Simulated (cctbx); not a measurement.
# La3MoCl5O4 across an absorption edge

Space group Pnma (no. 62), a = 17.3410 Å, b = 4.0660 Å, c = 14.7430 Å, α = 90.00°, β = 90.00°, γ = 90.00°.

```csv
atom,mult.,x,y,z,Ueq (Å²)
La1,4,0.1273,3/4,0.7601,0.0137
La2,4,0.6231,1/4,0.4133,0.0104
La3,4,0.8836,1/4,0.5807,0.0101
Mo1,4,0.2115,1/4,0.5878,0.0124
Cl1,4,0.0212,3/4,0.2142,0.0197
Cl2,4,0.7983,3/4,0.0987,0.0200
Cl3,4,0.0531,3/4,0.9440,0.0204
Cl4,4,0.8214,3/4,0.7242,0.0177
Cl5,4,0.9816,1/4,0.4015,0.0153
O1,4,0.6796,3/4,0.4098,0.0188
O2,4,0.2897,1/4,0.0938,0.0237
O3,4,0.6540,1/4,0.8019,0.0196
O4,4,0.6514,1/4,0.0184,0.0232
```

This is a model crystal, built by substitution and not relaxed, with assumed displacement parameters.

Calculated with cctbx: free-atom f′ and f″ from the Sasaki tables, no fine structure; amplitudes in electrons.

| E (eV) | F 2 0 0 | F 4 0 1 | F 2 0 2 | F 0 1 1 |
| --- | --- | --- | --- | --- |
| 19400 | 94.4 | 79.1 | 32.7 | 128.2 |
| 19750 | 91.6 | 77.7 | 31.5 | 129.7 |
| 19880 | 89.2 | 76.5 | 30.4 | 131.1 |
| 19940 | 86.8 | 75.4 | 29.3 | 132.4 |
| 19970 | 84.5 | 74.3 | 28.3 | 133.8 |
| 19985 | 82.1 | 73.1 | 27.2 | 135.2 |
| 19992 | 80.0 | 72.1 | 26.3 | 136.4 |
| 19996 | 77.7 | 71.0 | 25.2 | 137.7 |
| 20004 | 77.4 | 70.8 | 25.2 | 138.3 |
| 20008 | 80.2 | 72.1 | 26.4 | 136.6 |
| 20015 | 82.6 | 73.3 | 27.5 | 135.2 |
| 20030 | 85.2 | 74.6 | 28.7 | 133.6 |
| 20060 | 87.7 | 75.8 | 29.8 | 132.1 |
| 20150 | 91.0 | 77.4 | 31.3 | 130.1 |
| 20400 | 94.7 | 79.1 | 32.9 | 127.9 |

**Question.** Which edge is crossed, and why do the reflections move as they do?

The K edge of Mo. The edge is at 20000 eV. f′ of Mo falls from -4.6 e at 19880 eV to -7.8 e at 4 eV below it, and f″ steps from 0.54 to 3.69 e across it. Over that approach |F| changes by -13 % (2 0 0), -7 % (4 0 1), -17 % (2 0 2) and +5 % (0 1 1): a reflection falls where Mo scatters in phase with the total and rises where it scatters against it; it hardly moves where the Mo term is small or cancels by symmetry. Above the edge the larger f″ enters the imaginary part, where it can add to or cancel the other atoms' f″. The structure is centrosymmetric, so Friedel mates stay equal.

[Logs are printed without paths, hosts, clocks, repeated set-up lines and the standing remarks that a program may print on its own settings, such as how far it seeks lower states.]
